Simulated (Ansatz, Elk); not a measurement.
# Bonding as seen by X-rays: ScMn2Ni2Ge, part 2 of 2

Structure refinements treat a crystal as free atoms side by side. For a made-up structure of ScMn2Ni2Ge (cell and positions from a PBEsol relaxation) the runs below show what the calculated density changes in F(hkl).

Elk 11.2.3 (patched build); all-electron DFT.

So far: The structure; Ground state and structure factors; The magnetisation density; The highest occupied states alone.

The structure was built from a prototype and need not be the compound's stable phase.

## (5) Another try

Level of this step: DFT, PBE, all-electron APW+lo, Dirac cores, scalar-relativistic bands, static density, ferromagnetic start (Elk).

In this try the input is made faulty on purpose, to show what that does.

The input is changed as shown.

Contents of elk.in:

```
tasks
  0
  195
  196

xctype
  20

spinpol
  .true.

rgkmax
  7.0

gmaxvr
  14.0

lmaxo
  7

lmaxapw
  8

swidth
  0.002

tshift
  .false.

ramdisk
  .false.

hmaxvr
  5.5

maxscl
  3

epspot
  1e-06

reducebf
  0.8

sppath
  './'

avec
  4.59667765122 -7.91134343595 0.00000000000
  4.59667765122 7.91134343595 0.00000000000
  0.00000000000 0.00000000000 7.57417016522

atoms
  4
  'Ge.in'
  1
  0.5000000000 0.5000000000 0.5000000000   0.000000 0.000000 0.000000
  'Ni.in'
  2
  -0.0000000000 0.5000000000 0.5000000000   0.000000 0.000000 -0.020000
  0.5000000000 -0.0000000000 0.5000000000   0.000000 0.000000 -0.020000
  'Mn.in'
  2
  0.6706351302 0.3293648698 0.0000000000   0.000000 0.000000 -0.125000
  0.3293648698 0.6706351302 0.0000000000   0.000000 0.000000 -0.125000
  'Sc.in'
  1
  -0.0000000000 -0.0000000000 0.0000000000   0.000000 0.000000 0.000000

ngridk
  5 5 5
```

Launch:

```console
OMP_NUM_THREADS=4 elk
```

Numbers of over 12 decimals in the logs are rounded to 6 here.

What it wrote:

```text
┌─────────────────────────┐
│ Elk code version 11.2.3 │
└─────────────────────────┘

All units are atomic (Hartree, Bohr, etc.)

┌─────────────────────────────────────────────────┐
│ Ground-state run starting from atomic densities │
└─────────────────────────────────────────────────┘

Lattice vectors :
   4.596677651      -7.911343436       0.000000000
   4.596677651       7.911343436       0.000000000
   0.000000000       0.000000000       7.574170165

Reciprocal lattice vectors :
  0.6834485452     -0.3970997693       0.000000000
[...]
muffin-tins
  species : 1 (Ge)
[...]
species : 2 (Ni)
[...]
species : 3 (Mn)
[...]
atom 2                    :   0.7162018693
  species : 4 (Sc)
   atom 1                    :  -0.6950111737E-01
 total in muffin-tins        :    6.745327976
 total moment                :    6.589467531

┌──────────────────────────────┐
│ Self-consistent loop stopped │
└──────────────────────────────┘

Warning : core states of species 1 leak from the muffin-tin :   0.8011634279E-03

Warning : core states of species 2 leak from the muffin-tin :   0.7885750108E-03

Wrote STATE.OUT
[key lines of the parts left out:]
total energy                :     -8213.9827767370
```

Run time: 90 s. Hardware: 4 threads of Arm Neoverse V1, shared host; peak memory 0.52 GiB.

No converged result was reached; the numbers in the log don't describe the system.

The fault put into the input: too few SCF loops.

## (6) Another functional

The difference from free atoms is small, so it is set against the change that PBEsol makes.

Changes to elk.in since step 5:

```diff
@@ -6,3 +6,3 @@
 xctype
-  20
+  22
 
@@ -36,3 +36,3 @@
 maxscl
-  3
+  120
```

Launch:

```console
OMP_NUM_THREADS=4 elk
```

What it wrote:

```text
┌─────────────────────────┐
│ Elk code version 11.2.3 │
└─────────────────────────┘

All units are atomic (Hartree, Bohr, etc.)

┌─────────────────────────────────────────────────┐
│ Ground-state run starting from atomic densities │
└─────────────────────────────────────────────────┘

Lattice vectors :
   4.596677651      -7.911343436       0.000000000
   4.596677651       7.911343436       0.000000000
   0.000000000       0.000000000       7.574170165

Reciprocal lattice vectors :
  0.6834485452     -0.3970997693       0.000000000
[...]
muffin-tins
  species : 1 (Ge)
[...]
species : 2 (Ni)
[...]
species : 3 (Mn)
[...]
atom 2                    :    2.504899215
  species : 4 (Sc)
   atom 1                    :  -0.7273696130E-01
 total in muffin-tins        :    5.591428869
 total moment                :    5.568525832

┌──────────────────────────────┐
│ Self-consistent loop stopped │
└──────────────────────────────┘

Warning : core states of species 1 leak from the muffin-tin :   0.7679968834E-03

Warning : core states of species 2 leak from the muffin-tin :   0.7785825811E-03

Wrote STATE.OUT
[key lines of the parts left out:]
total energy                :     -8215.1389583715
```

The job ended after 9 min (4 threads; peak memory 0.53 GiB; 34 min of CPU time).

Against the first run R = 0.03 %; the largest change is -0.042 at 002. The moment goes from 5.63 to 5.57 μB.

## (7) Basis size

The basis and the expansions that go with it are enlarged, to see whether the differences are converged.

Changes to elk.in since step 6:

```diff
@@ -6,3 +6,3 @@
 xctype
-  22
+  20
 
@@ -12,12 +12,12 @@
 rgkmax
-  7.0
+  8.5
 
 gmaxvr
-  14.0
+  18.0
 
 lmaxo
-  7
+  9
 
 lmaxapw
-  8
+  10
```

Launch:

```console
OMP_NUM_THREADS=4 elk
```

What it wrote:

```text
┌─────────────────────────┐
│ Elk code version 11.2.3 │
└─────────────────────────┘

All units are atomic (Hartree, Bohr, etc.)

┌─────────────────────────────────────────────────┐
│ Ground-state run starting from atomic densities │
└─────────────────────────────────────────────────┘

Lattice vectors :
   4.596677651      -7.911343436       0.000000000
   4.596677651       7.911343436       0.000000000
   0.000000000       0.000000000       7.574170165

Reciprocal lattice vectors :
  0.6834485452     -0.3970997693       0.000000000
[...]
Moments :
 interstitial                :  -0.5230005920E-01
 muffin-tins
  species : 1 (Ge)
[...]
species : 2 (Ni)
[...]
species : 3 (Mn)
[...]
atom 2                    :    2.543999247
  species : 4 (Sc)
   atom 1                    :  -0.8247869785E-01
 total in muffin-tins        :    5.660056265
 total moment                :    5.607756206

RMS change in Kohn-Sham potential (target) :   0.2141819996E-03 (  0.1000000000E-05)
Absolute change in total energy (target)   :   0.1518836555E-01 (  0.1000000000E-03)

┌──────────────────┐
│ Loop number : 17 │
└──────────────────┘
[key lines of the parts left out:]
total energy                :     -8222.3527550316
```

Run time: 10 min. Hardware: 4 threads; peak memory 0.84 GiB.

The run was cut off at its time limit.

## (8) Settings against the effect

```
          run  R against the first run (%)  R against neutral atoms, low angle (%)  wall time
PBE, rgkmax 7                         0.00                                    0.78    9.1 min
       PBEsol                         0.03                                    0.81      9 min
```

## (9) Summary of results

```json
{
  "R against neutral atoms, sin θ/λ < 0.3 Å⁻¹": "0.78 %",
  "R against neutral atoms, 0.3 to 0.68 Å⁻¹": "0.22 %"
}
```

**Reading.** Independent neutral atoms miss the calculated amplitudes by R = 0.78 % below 0.3 Å⁻¹ and 0.22 % from there to 0.68 Å⁻¹; by shells, 1.20 % below 0.15 Å⁻¹ (3 forms), 0.75 % 0.15 to 0.3 (13 forms), 0.29 % 0.3 to 0.45 (36 forms), 0.19 % above 0.45 (97 forms). Bonding, aspherical density and the tables' own atoms all enter these figures, and the runs don't part them. The largest change of an amplitude is -0.71 electrons, at 002. The magnetic order is that of the start. No other order was tried here, and an antiferromagnetic one would change or move the magnetic intensity. The window's part falls from 41.0 electrons at the origin to at most 5.00 between 0.45 and 0.68 Å⁻¹, where compact states inside the window still scatter. Below 0.3 Å⁻¹ the changes that finished (PBEsol) move F by R = 0.03 % at most, against the 0.78 % that separates it from free atoms. The magnetic factors move by R = 1.7 % (PBEsol). The basis has no finished test. The k-mesh has no finished test. Part of the difference isn't bonding: the tables are fits to free atoms and ions calculated by other methods than this functional. Thermal motion, anomalous dispersion and extinction are left out.

[Logs are printed without paths, hosts, clocks, repeated set-up lines and the standing remarks that a program may print on its own settings, such as how far it seeks lower states.]

[Hosts, paths, dates, database ids (printed as entryN), source tags and the programs' standing remarks are cut or masked in the printed files.]
